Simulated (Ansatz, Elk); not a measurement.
**Bonding as seen by X-rays: Bi3Ir**

The structure of Bi3Ir used here is made up (a known structure type with other elements) and was relaxed beforehand with r2SCAN. The aim is the Fourier transform of its all-electron density, F(hkl), set beside the sum over free spherical atoms that refinements use.

Method: DFT, PBE, all-electron APW+lo, Dirac cores, scalar-relativistic bands, static density, no spin, in Elk 11.2.3 (patched build).

The structure was built from a prototype and need not be the compound's stable phase.

### 1. The starting structure

Symmetry: Fm-3m, No. 225, cubic system. The conventional cell has a = 7.371 Å, b = 7.371 Å, c = 7.371 Å, α = 90.00°, β = 90.00°, γ = 90.00°. Nearest to Bi lie 8 Bi at 3.19 Å. Nearest to Bi lie 4 Bi at 3.19 Å and 4 Ir at 3.19 Å. Ir has 8 Bi at 3.19 Å nearest. Farther neighbours are not listed.

### 2. Ground state and structure factors

An all-electron density is needed, since X-rays see the cores too. Task 0 finds the density and task 195 Fourier-transforms it; tshift is off so that phases refer to the origin typed.

File elk.in:

```
tasks
  0
  195

xctype
  20

spinpol
  .false.

rgkmax
  7.0

gmaxvr
  14.0

lmaxo
  7

lmaxapw
  8

swidth
  0.002

tshift
  .false.

ramdisk
  .false.

hmaxvr
  5.5

maxscl
  120

epspot
  1e-06

sppath
  './'

avec
  -0.00000000000 6.96457136677 6.96457136677
  6.96457136677 -0.00000000000 6.96457136677
  6.96457136677 6.96457136677 -0.00000000000

atoms
  2
  'Bi.in'
  3
  0.5000000000 0.5000000000 0.5000000000   0.000000 0.000000 0.000000
  0.7500000000 0.7500000000 0.7500000000   0.000000 0.000000 0.000000
  0.2500000000 0.2500000000 0.2500000000   0.000000 0.000000 0.000000
  'Ir.in'
  1
  0.0000000000 -0.0000000000 -0.0000000000   0.000000 0.000000 0.000000

ngridk
  5 5 5
```

Command:

```bash
$ OMP_NUM_THREADS=4 elk
```

Numbers of over 12 decimals in the logs are rounded to 6 here.

Output:

```text
┌─────────────────────────┐
│ Elk code version 11.2.3 │
└─────────────────────────┘

All units are atomic (Hartree, Bohr, etc.)

┌─────────────────────────────────────────────────┐
│ Ground-state run starting from atomic densities │
└─────────────────────────────────────────────────┘

Lattice vectors :
  -0.000000000       6.964571367       6.964571367
   6.964571367      -0.000000000       6.964571367
   6.964571367       6.964571367      -0.000000000

Reciprocal lattice vectors :
 -0.4510819817      0.4510819817      0.4510819817
  0.4510819817     -0.4510819817      0.4510819817
  0.4510819817      0.4510819817     -0.4510819817

Unit cell volume      :    675.6366108
Brillouin zone volume :   0.3671355422

Muffin-tin inner radius fraction :   0.1000000000E-01

Nuclei treated as point charges

Species : 1 (Bi)
 parameters loaded from : Bi.in
 name : bismuth
 nuclear charge    :   -83.00000000
 electronic charge :    83.00000000
 atomic mass :    380947.9285
 muffin-tin radius :    2.800000000
 number of radial points in muffin-tin :   1393
 inner part over the whole radius :   0.9976520004E-02
 number on inner part of muffin-tin    :   1001
 approximate nuclear radius :   0.1052171418E-03
 number of mesh points to nuclear radius :    526
 atomic positions (lattice), magnetic fields (Cartesian) :
  1 :   0.50000000  0.50000000  0.50000000    0.00000000  0.00000000  0.00000000
  2 :  -0.25000000 -0.25000000 -0.25000000    0.00000000  0.00000000  0.00000000
  3 :   0.25000000  0.25000000  0.25000000    0.00000000  0.00000000  0.00000000

Species : 2 (Ir)
 parameters loaded from : Ir.in
 name : iridium
 nuclear charge    :   -77.00000000
 electronic charge :    77.00000000
 atomic mass :    350390.1562
 muffin-tin radius :    2.800000000
 number of radial points in muffin-tin :   1393
 inner part over the whole radius :   0.9964929683E-02
 number on inner part of muffin-tin    :   1000
 approximate nuclear radius :   0.1024342351E-03
 number of mesh points to nuclear radius :    522
 atomic positions (lattice), magnetic fields (Cartesian) :
  1 :   0.00000000  0.00000000  0.00000000    0.00000000  0.00000000  0.00000000

Total number of atoms per unit cell :    4
Total muffin-tin volume :    367.8092903
 ratio of muffin-tin to unit cell volume :   0.5443892241

Spin treatment :
 spin-unpolarised

Number of Bravais lattice symmetries :   48
Number of crystal symmetries         :   48
Crystal has inversion symmetry
Real symmetric eigensolver will be used

k-point grid :      5     5     5
k-point offset :    0.000000000       0.000000000       0.000000000
k-point set is reduced with full crystal symmetry group
Total number of k-points :       10

Muffin-tin radius times maximum |G+k| :    7.000000000
 using average radius
Maximum |G+k| for APW functions       :    2.500000000
Maximum (1/2)|G+k|²                   :    3.125000000
Maximum |G| for potential and density :    14.00000000
Constant for pseudocharge density :   10
 order of it for each species :   17  17
 order of it for pair densities of each species (exact exchange by exxq0 0: 18) :   10  10
Radial integration step length :    1

G-vector grid sizes :     45    45    45
Number of G-vectors :    31139

Maximum angular momentum used for
 APW functions            :    8
 outer part of muffin-tin :    7
 inner part of muffin-tin :    2

Total nuclear charge    :   -326.0000000
Total core charge       :    252.0000000
Total valence charge    :    74.00000000
Total excess charge     :    0.000000000
Total electronic charge :    326.0000000

Effective Wigner radius, rₛ :   0.7909256409

Number of empty states         :     16
Total number of valence states :     54
Total number of core states    :    252

Third-order local-orbitals added for an l without core states : T
Total number of local-orbitals :     83

Exchange-correlation functional :     20     0     0
 Perdew-Burke-Ernzerhof, Phys. Rev. Lett. 77, 3865 (1996)
 gradient requirement :    1
[...]
electron entropic           :    -0.57166705794296E-03
 total energy                :     -82604.944081061

Density of states at Fermi energy :    42.46263836
 (states/Hartree/unit cell)

Estimated indirect band gap :   0.6640761323E-02
 from k-point 4 to k-point 3
Estimated direct band gap   :   0.2889675408E-01
 at k-point 3

Charges :
 core                        :    252.0000000
 valence                     :    74.00000000
 interstitial                :    6.130498698
 muffin-tins (core leakage)
  species : 1 (Bi)
   atom 1                    :    80.97989936     (  0.7090372676E-03)
   atom 2                    :    80.91762697     (  0.7063123376E-03)
[...]
species : 2 (Ir)
[...]
total in muffin-tins        :    319.8695013
 total calculated charge     :    325.9971826
 total charge                :    326.0000000
 error                       :   0.2817366128E-02

RMS change in Kohn-Sham potential (target) :   0.2711131669     (  0.1000000000E-05)
Absolute change in total energy (target)   :    1.028510132     (  0.1000000000E-03)

[... loops 3 to 17 left out ...]

┌──────────────────┐
│ Loop number : 18 │
└──────────────────┘

Energies :
 Fermi                       :     0.301972
 sum of occupied eigenvalues :     -51074.050127957
 electron kinetic            :      96093.372857225
 core electron kinetic       :      94882.284705058
 Coulomb                     :     -177150.63782066
 Coulomb potential           :     -145144.67355486
 nuclear-nuclear             :     -6945.1918030322
 electron-nuclear            :     -195401.20478270
 Hartree                     :      25195.758765082
 Madelung                    :     -104578.30104323
 xc potential                :     -2022.7494303234
 exchange                    :     -1525.3203991310
 correlation                 :     -20.117612266924
 electron entropic           :    -0.93271943231584E-03
 total energy                :     -82602.703907548

Density of states at Fermi energy :    65.04392169
 (states/Hartree/unit cell)

Estimated indirect band gap :   0.5829643098E-02
 from k-point 4 to k-point 7
Estimated direct band gap   :   0.1046239332E-01
 at k-point 3

Charges :
 core                        :    252.0000000
 valence                     :    74.00000000
 interstitial                :    6.329600166
 muffin-tins (core leakage)
  species : 1 (Bi)
[...]
species : 2 (Ir)
[...]
total in muffin-tins        :    319.6703998
 total calculated charge     :    325.9973079
 total charge                :    326.0000000
 error                       :   0.2692133743E-02

RMS change in Kohn-Sham potential (target) :   0.6810333939E-07 (  0.1000000000E-05)
Absolute change in total energy (target)   :   0.8235379937E-05 (  0.1000000000E-03)

Convergence targets achieved

┌──────────────────┐
│ Loop number : 19 │
└──────────────────┘

Energies :
 Fermi                       :     0.301972
 sum of occupied eigenvalues :     -51074.050132221
 electron kinetic            :      96093.372855600
 core electron kinetic       :      94882.284702447
 Coulomb                     :     -177150.63782208
 Coulomb potential           :     -145144.67355213
 nuclear-nuclear             :     -6945.1918030322
 electron-nuclear            :     -195401.20478848
 Hartree                     :      25195.758769433
 Madelung                    :     -104578.30104601
 xc potential                :     -2022.7494356867
 exchange                    :     -1525.3203992529
 correlation                 :     -20.117612267418
 electron entropic           :    -0.93271917886778E-03
 total energy                :     -82602.703910721

Density of states at Fermi energy :    65.04390581
 (states/Hartree/unit cell)

Estimated indirect band gap :   0.5829640354E-02
 from k-point 4 to k-point 7
Estimated direct band gap   :   0.1046239465E-01
 at k-point 3

Charges :
 core                        :    252.0000000
 valence                     :    74.00000000
 interstitial                :    6.329600106
 muffin-tins (core leakage)
  species : 1 (Bi)
[...]
atom 2                    :    81.19227069     (  0.6751374834E-03)
   atom 3                    :    81.19227069     (  0.6751374834E-03)
  species : 2 (Ir)
   atom 1                    :    76.04128710     (  0.2490609503E-03)
 total in muffin-tins        :    319.6703999
 total calculated charge     :    325.9973079
 total charge                :    326.0000000
 error                       :   0.2692133758E-02

┌──────────────────────────────┐
│ Self-consistent loop stopped │
└──────────────────────────────┘

Warning : core states of species 1 leak from the muffin-tin :   0.6799683274E-03

Warning : core states of species 2 leak from the muffin-tin :   0.2490609503E-03

Wrote STATE.OUT
```

Run time: 23 s. Hardware: 4 threads of Arm Neoverse V2, shared host; peak memory 0.21 GiB.

SFACRHO.OUT:

```text

h k l indices transformed by vhmat matrix:
   1.000000000       0.000000000       0.000000000    
   0.000000000       1.000000000       0.000000000    
   0.000000000       0.000000000       1.000000000    

      h      k      l  multipl.   |H|            Re(F)            Im(F)           |F|

      0      0      0      1   0.0000000       326.00000      0.98335763E-16   326.00000    
      1      1      1      8  0.78129691      -5.1194204      0.28107158E-13   5.1194204    
      0     -1     -1      6  0.90216396      -5.0506021      0.18133755E-13   5.0506021    
      1      2      1     12   1.2758525       278.19575     -0.34557400E-13   278.19575    
      0     -1     -2     24   1.4960697      -4.9990482     -0.28114829E-13   4.9990482    
     -2      0      0      8   1.5625938      -5.0368773      0.16644300E-13   5.0368773    
      2      2      0      6   1.8043279       253.32510     -0.31648715E-13   253.32510    
     -3     -1     -1     24   1.9662208      -4.7560424     -0.37468192E-13   4.7560424    
     -1      1      2     24   2.0172999      -4.7083483     -0.15397152E-13   4.7083483    
      2      3      3     24   2.2098414       235.87638     -0.58943144E-13   235.87638    
      3      1      3     24   2.3438907      -4.4751316      0.46891868E-13   4.4751316    
      0      0      3      8   2.3438907      -4.5496425      0.18650313E-13   4.5496425    
      0     -2      2     12   2.5517050       222.09073     -0.13245491E-13   222.09073    
     -4     -1     -2     48   2.6686370      -4.3297937     -0.46886764E-13   4.3297937    
     -1      3      0     24   2.7064919      -4.3466740     -0.13475260E-13   4.3466740    
      3      3      0      6   2.7064919      -4.2371689     -0.40444097E-13   4.2371689    
     -4     -1     -3     24   2.8528929       210.78756      0.52631109E-13   210.78756    
      4      1      0     24   2.9579424      -4.2090454      0.28145250E-13   4.2090454
```

Elk indexes on the primitive cell of elk.in and gives |H| = 4π sin θ/λ in inverse bohr. Below, one row stands for each form hkl of the conventional cell (m members, Friedel mates merged), F is for one primitive cell and the density is static (no thermal factor). Free-atom factors are Waasmaier and Kirfel's, and R is Σm||F|−|F'||/Σm|F|.

| hkl | m | sin θ/λ (Å⁻¹) | abs F, DFT | neutral atoms | diff. |
| --- | --- | --- | --- | --- | --- |
| 111 | 8 | 0.117 | 5.119 | 5.452 | -0.332 |
| 200 | 6 | 0.136 | 5.051 | 5.338 | -0.288 |
| 220 | 12 | 0.192 | 278.196 | 278.448 | -0.252 |
| 311 | 24 | 0.225 | 4.999 | 4.917 | +0.082 |
| 222 | 8 | 0.235 | 5.037 | 4.880 | +0.157 |
| 400 | 6 | 0.271 | 253.325 | 253.499 | -0.174 |
| 331 | 24 | 0.296 | 4.756 | 4.665 | +0.091 |
| 420 | 24 | 0.303 | 4.708 | 4.638 | +0.070 |
| 422 | 24 | 0.332 | 235.876 | 235.865 | +0.011 |
| 511 | 24 | 0.352 | 4.475 | 4.463 | +0.012 |
| 333 | 8 | 0.352 | 4.550 | 4.463 | +0.087 |
| 440 | 12 | 0.384 | 222.091 | 222.117 | -0.026 |
| 531 | 48 | 0.401 | 4.330 | 4.285 | +0.045 |
| 442 | 24 | 0.407 | 4.347 | 4.264 | +0.083 |
| 600 | 6 | 0.407 | 4.237 | 4.264 | -0.027 |
| 620 | 24 | 0.429 | 210.788 | 210.843 | -0.055 |
| 533 | 24 | 0.445 | 4.209 | 4.128 | +0.081 |
| 622 | 24 | 0.450 | 4.137 | 4.110 | +0.027 |
| 444 | 8 | 0.470 | 201.177 | 201.316 | -0.139 |
| 711 | 24 | 0.484 | 3.984 | 3.994 | -0.011 |
| 551 | 24 | 0.484 | 4.064 | 3.994 | +0.069 |
| 640 | 24 | 0.489 | 4.027 | 3.979 | +0.048 |

### 3. The highest occupied states alone

An energy window below the Fermi level keeps the highest occupied states, to see at which angles they scatter; shallow core shells can lie inside it and anion s states outside. No new self-consistency is needed.

Edit elk.in of step 2 so:

```diff
@@ -1,3 +1,2 @@
 tasks
-  0
   195
@@ -40,2 +39,5 @@
 
+wsfac
+  -0.065520 0.601970
+
 sppath
```

Command:

```bash
$ OMP_NUM_THREADS=4 elk
```

Output:

```text
┌─────────────────────────────────┐
│ Elk code version 11.2.3 started │
└─────────────────────────────────┘

Info(readinput): the functional depends on the density's gradient
 muffin-tin radial points multiplied by    2.00000
 (not where nrmtscf is given)

┌────────────────────┐
│ Current task : 195 │
└────────────────────┘

Info(sfacrho): density structure factors written to SFACRHO.OUT

 Energy window :  -0.6552000000E-01  0.6019700000

┌──────────────────┐
│ Elk code stopped │
└──────────────────┘
```

Elapsed: 10 s, on 4 threads; peak memory 0.16 GiB; 13 s of CPU time.

States within 10 eV below the Fermi level hold 18.96 electrons; any levels below the window count with the cores. Their amplitudes can exceed the total, where window and core parts have opposite phase:

| hkl | sin θ/λ (Å⁻¹) | abs F, window | abs F, all |
| --- | --- | --- | --- |
| 111 | 0.117 | 4.572 | 5.119 |
| 200 | 0.136 | 4.384 | 5.051 |
| 220 | 0.192 | 3.385 | 278.196 |
| 311 | 0.225 | 1.932 | 4.999 |
| 222 | 0.235 | 1.731 | 5.037 |
| 400 | 0.271 | 0.762 | 253.325 |
| 331 | 0.296 | 0.822 | 4.756 |
| 420 | 0.303 | 0.715 | 4.708 |
| 422 | 0.332 | 0.218 | 235.876 |
| 511 | 0.352 | 0.279 | 4.475 |

(Continued in part 2 of 2.)

[Logs are printed without paths, hosts, clocks, repeated set-up lines and the standing remarks that a program may print on its own settings, such as how far it seeks lower states.]

[Hosts, paths, dates, database ids (printed as entryN), source tags and the programs' standing remarks are cut or masked in the printed files.]
